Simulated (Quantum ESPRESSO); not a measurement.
# WSi2N4, 1 layer: a series in biaxial strain, part 3 of 7

What law, if any, do the results for WSi2N4, 1 layer follow against biaxial strain?

Quantum ESPRESSO 7.5; plane-wave DFT, PBE, GBRV ultrasoft pseudopotentials.

So far. Step 2 (Relaxing cell and ions of the reference):  The last row is no step: it is a fresh SCF in the final cell with a new plane-wave basis, +1 meV from the row before. Step 3 (Relaxing the ions, -4 %): The relaxation lowers the energy by 13 meV an atom.

**4. Self-consistent run, -4 %**

The self-consistent run of this member.

m0.scf.in

```
&control
  prefix = 'm0.scf'
  outdir = './out'
  pseudo_dir = './pseudo'
  calculation = 'scf'
  tprnfor = .true.
/
&system
  ibrav = 0
  nat = 7
  ntyp = 3
  ecutwfc = 40
  ecutrho = 200
  occupations = 'smearing'
  smearing = 'fd'
  degauss = 0.002
  nbnd = 25
/
&electrons
  conv_thr = 1e-09
  mixing_beta = 0.4
  electron_maxstep = 120
  mixing_mode = 'plain'
/
ATOMIC_SPECIES
  N   14.0070  n_pbe_v1.2.uspp.F.UPF
  Si  28.0850  si_pbe_v1.uspp.F.UPF
  W   183.8400  w_pbe_v1.2.uspp.F.UPF
CELL_PARAMETERS angstrom
  2.78946661248000 0.00000000000000 0.00000000000000
  -1.39473330624000 2.41574894976000 0.00000000000000
  0.00000000000000 0.00000000000000 22.10102208300000
ATOMIC_POSITIONS crystal
  N   0.000000000000 0.000000000000 0.335912134700
  Si  0.333333333300 0.666666666700 0.361719157700
  N   0.333333333300 0.666666666700 0.440944061000
  W   0.000000000000 0.000000000000 0.500000000000
  N   0.333333333300 0.666666666700 0.559055939000
  Si  0.333333333300 0.666666666700 0.638280842300
  N   0.000000000000 0.000000000000 0.664087865300
K_POINTS automatic
  12 12 1 0 0 0
```

The run is started by

```
$ OMP_NUM_THREADS=1 mpirun -n 4 pw.x -nk 4 -in m0.scf.in > m0.scf.out
```

Log:

```text
[banner, memory and clock lines left out]
Program PWSCF v.7.5 starts
[citation notice left out]

[...]
Message from routine setup:
[...]
bravais-lattice index     =            0
     lattice parameter (alat)  =       5.2713  a.u.
     unit-cell volume          =    1005.0367 (a.u.)^3
     number of atoms/cell      =            7
     number of atomic types    =            3
     number of electrons       =        42.00
     number of Kohn-Sham states=           25
     kinetic-energy cutoff     =      40.0000  Ry
     charge density cutoff     =     200.0000  Ry
     scf convergence threshold =      1.0E-09
     mixing beta               =       0.4000
     number of iterations used =            8  plain     mixing
     Exchange-correlation= SLA  PW   PBE  PBE
                           (   1   4   3   4   0   0   0)

[...]
PseudoPot. # 1 for N  read from file:
     ./pseudo/n_pbe_v1.2.uspp.F.UPF
     Pseudo is Ultrasoft + core correction, Zval =  5.0
     Generated by new atomic code, or converted to UPF format
     Using radial grid of  729 points,  4 beta functions with:
                l(1) =   0
                l(2) =   0
                l(3) =   1
                l(4) =   1
     Q(r) pseudized with  8 coefficients,  rinner =    0.900   0.900   0.900

     PseudoPot. # 2 for Si read from file:
     ./pseudo/si_pbe_v1.uspp.F.UPF
     Pseudo is Ultrasoft + core correction, Zval =  4.0
     Generated by new atomic code, or converted to UPF format
     Using radial grid of  899 points,  6 beta functions with:
                l(1) =   0
                l(2) =   0
                l(3) =   1
                l(4) =   1
                l(5) =   2
                l(6) =   2
     Q(r) pseudized with  8 coefficients,  rinner =    0.900   0.900   0.900
                                                       0.900   0.900

     PseudoPot. # 3 for W  read from file:
     ./pseudo/w_pbe_v1.2.uspp.F.UPF
     Pseudo is Ultrasoft + core correction, Zval = 14.0
     Generated by new atomic code, or converted to UPF format
     Using radial grid of  923 points,  8 beta functions with:
                l(1) =   0
                l(2) =   0
                l(3) =   0
                l(4) =   1
                l(5) =   1
                l(6) =   2
                l(7) =   2
                l(8) =   3
     Q(r) pseudized with  6 coefficients,  rinner =    1.350   1.350   1.350
                                                       1.350   1.350   1.350
                                                       1.350

     atomic species   valence    mass     pseudopotential
     N                 5.00    14.00700     N ( 1.00)
     Si                4.00    28.08500     Si( 1.00)
     W                14.00   183.84000     W ( 1.00)

     12 Sym. Ops. (no inversion) found

[...]
number of k points=    19  Fermi-Dirac smearing, width (Ry)=  0.0020
[...]
Dense  grid:    47967 G-vectors     FFT dimensions: (  24,  24, 192)

     Smooth grid:    34477 G-vectors     FFT dimensions: (  24,  24, 180)

     Initial potential from superposition of free atoms

     starting charge      41.8983, renormalised to      42.0000

     negative rho (up, down):  6.488E-02 0.000E+00
     Starting wfcs are   37 randomized atomic wfcs

     per-process dynamical memory:    58.3 Mb

     Self-consistent Calculation

     iteration #  1     ecut=    40.00 Ry     beta= 0.40
     Davidson diagonalization with overlap
     ethr =  1.00E-02,  avg # of iterations =  2.8

     negative rho (up, down):  6.564E-02 0.000E+00

     total energy              =    -258.89396906 Ry
     estimated scf accuracy    <       1.87442470 Ry

     iteration #  2     ecut=    40.00 Ry     beta= 0.40
[...]
negative rho (up, down):  6.722E-02 0.000E+00

[...]
total energy              =    -259.22642302 Ry
     estimated scf accuracy    <       0.32205770 Ry

     iteration #  3     ecut=    40.00 Ry     beta= 0.40
[...]
negative rho (up, down):  6.754E-02 0.000E+00

[...]
total energy              =    -259.29896011 Ry
     estimated scf accuracy    <       0.15324397 Ry

     iteration #  4     ecut=    40.00 Ry     beta= 0.40
[...]
negative rho (up, down):  6.828E-02 0.000E+00

[...]
total energy              =    -259.31907665 Ry
     estimated scf accuracy    <       0.01058423 Ry

     iteration #  5     ecut=    40.00 Ry     beta= 0.40
[...]
negative rho (up, down):  6.871E-02 0.000E+00

[...]
total energy              =    -259.32011221 Ry
     estimated scf accuracy    <       0.00323225 Ry

     iteration #  6     ecut=    40.00 Ry     beta= 0.40
[...]
negative rho (up, down):  6.882E-02 0.000E+00

[...]
total energy              =    -259.32032622 Ry
     estimated scf accuracy    <       0.00034267 Ry

[...]
iteration # 10     ecut=    40.00 Ry     beta= 0.40
[...]
negative rho (up, down):  6.881E-02 0.000E+00

[...]
total energy              =    -259.32043559 Ry
     estimated scf accuracy    <       0.00000003 Ry

     iteration # 11     ecut=    40.00 Ry     beta= 0.40
[...]
negative rho (up, down):  6.881E-02 0.000E+00

[...]
total energy              =    -259.32043561 Ry
     estimated scf accuracy    <       0.00000005 Ry

     iteration # 12     ecut=    40.00 Ry     beta= 0.40
[...]
negative rho (up, down):  6.881E-02 0.000E+00

[...]
total energy              =    -259.32043562 Ry
     estimated scf accuracy    <          1.3E-09 Ry

     iteration # 13     ecut=    40.00 Ry     beta= 0.40
[...]
negative rho (up, down):  6.881E-02 0.000E+00

[...]
End of self-consistent calculation

          k = 0.0000 0.0000 0.0000 (  4321 PWs)   bands (ev):

   -71.0392 -35.4113 -34.8296 -34.8296 -16.4675 -16.3569 -13.9455 -12.2468
    -6.5815  -3.6486  -1.5985  -0.8961  -0.8961  -0.6402  -0.6402  -0.5447
    -0.5447   0.1882   0.8520   0.8520   2.5798   6.1222   6.1222   7.1935
     7.1935

          k = 0.0000 0.0962 0.0000 (  4309 PWs)   bands (ev):

   -71.0325 -35.3947 -34.9181 -34.8485 -16.3381 -16.2340 -13.8077 -12.2241
    -6.4150  -3.6679  -1.6219  -1.2366  -1.1763  -0.9945  -0.8732  -0.7727
    -0.5259   0.1057   0.6769   0.8292   2.5293   5.8892   6.1254   7.0049
     7.4085

[...]
the Fermi energy is     4.1264 ev

!    total energy              =    -259.32043562 Ry
     estimated scf accuracy    <          6.1E-10 Ry
     smearing contrib. (-TS)   =       0.00000000 Ry
     internal energy E=F+TS    =    -259.32043562 Ry

     The total energy is F=E-TS. E is the sum of the following terms:
     one-electron contribution =   -2606.37975721 Ry
     hartree contribution      =    1313.16460526 Ry
     xc contribution           =     -72.44357221 Ry
     ewald contribution        =    1106.33828855 Ry

     convergence has been achieved in  13 iterations

     negative rho (up, down):  6.881E-02 0.000E+00

     Forces acting on atoms (cartesian axes, Ry/au):

     atom    1 type  1   force =     0.00000000    0.00000000   -0.00002525
     atom    2 type  2   force =    -0.00000000   -0.00000000    0.00000534
     atom    3 type  1   force =     0.00000000    0.00000000   -0.00030421
     atom    4 type  3   force =     0.00000000    0.00000000    0.00000000
     atom    5 type  1   force =     0.00000000    0.00000000    0.00030421
     atom    6 type  2   force =     0.00000000    0.00000000   -0.00000534
     atom    7 type  1   force =     0.00000000    0.00000000    0.00002525

     Total force =     0.000432     Total SCF correction =     0.000089
     SCF correction compared to forces is large: reduce conv_thr to get better values

[...]
```

Wall time 16 s (4 MPI ranks of Intel Xeon Platinum 8375C at 2.90GHz (Ice Lake), shared host); peak memory 0.52 GiB.

Read from the output:

* free energy: -3528.2343 eV
* Fermi energy: 4.126 eV
* valence top, on the run's zero: 2.699 eV
* conduction bottom, on the run's zero: 5.551 eV
* gap by band count: 2.852 eV

**5. Potential by pp.x, -4 %**

plot_num = 11 writes the bare and Hartree potential, from which vacuum levels or, in a crystal, the mean potential are read.

m0.pot.in

```
&inputpp
  prefix = 'm0.scf'
  outdir = './out'
  filplot = 'm0.pot.dat'
  plot_num = 11
/
```

The run is started by

```
$ OMP_NUM_THREADS=1 mpirun -n 4 pp.x -in m0.pot.in > m0.pot.out
```

Log:

```text
[banner, memory and clock lines left out]
Program POST-PROC v.7.5 starts

          URL

     ./out/m0.scf.save/

     IMPORTANT: XC functional enforced from input :
     Exchange-correlation= PBE
                           (   1   4   3   4   0   0   0)
     Any further DFT definition will be discarded
     Please, verify this is what you really want

     negative rho (up, down):  6.881E-02 0.000E+00

     Calling punch_plot, plot_num =  11
     Writing data to file  m0.pot.dat
     Message from routine chdens:
     namelist plot not found or invalid, exiting
```

The job ended after 1.5 s (4 MPI ranks; peak memory 0.12 GiB).

This step gave:

| Property | Result |
| --- | --- |
| slope of the potential above | 2.51e-5 eV/Å |
| upper vacuum line continued to the top atoms, over the valence top | 5.883 eV |
| slope of the potential below | -2.14e-5 eV/Å |
| lower vacuum line continued to the bottom atoms, over the valence top | 5.883 eV |
| vacuum level at the upper face over the valence top of the mesh | 5.883 eV |
| vacuum level at the lower face over the valence top of the mesh | 5.883 eV |

The potential energy, planar mean oscillates, so the rows of the table below give means over windows of 1.15 Å about each position, cut where the curve ends. Its maxima inside the range that stand out by 2 % of the span (Å: eV): 9.1: -0.0578, 10.2: -8.23, 11.9: -8.23, 13.0: -0.0578. Its minima: 7.6: -21.6, 9.8: -10.9, 11.1: -16.5, 12.3: -10.9, 14.5: -21.6.

Electrostatic potential energy of an electron; zero at the highest filled level of the SCF mesh. Potential energy, planar mean against z; means over each step:

z (Å), potential energy, planar mean (eV) and a bar from the least value:
```
     0.57        5.9 ##############################
     1.72        5.9 ##############################
     2.88        5.9 ##############################
     4.02        5.9 ##############################
     5.17        5.8 ##############################
     6.33        4.2 ############################
     7.47      -15.6 ###
     8.62       -7.3 #############
     9.77       -7.6 #############
    10.92      -14.3 #####
    12.07       -9.5 ###########
    13.22       -4.4 #################
    14.37      -18.0 
    15.52        1.8 #########################
    16.67        5.8 ##############################
    17.82        5.9 ##############################
    18.97        5.9 ##############################
    20.12        5.9 ##############################
    21.27        5.9 ##############################
```

[end of part 3 of 7]

[Logs are printed without paths, hosts, clocks, repeated set-up lines and the standing remarks that a program may print on its own settings, such as how far it seeks lower states.]

[Hosts, paths, dates, database ids (printed as entryN), source tags and the programs' standing remarks are cut or masked in the printed files.]

[Maps of the electrostatic potential energy from Ansatz leave out the sawtooth potential of an applied field or a dipole correction, so their vacuum need not be flat; planar profiles and work functions include it.]
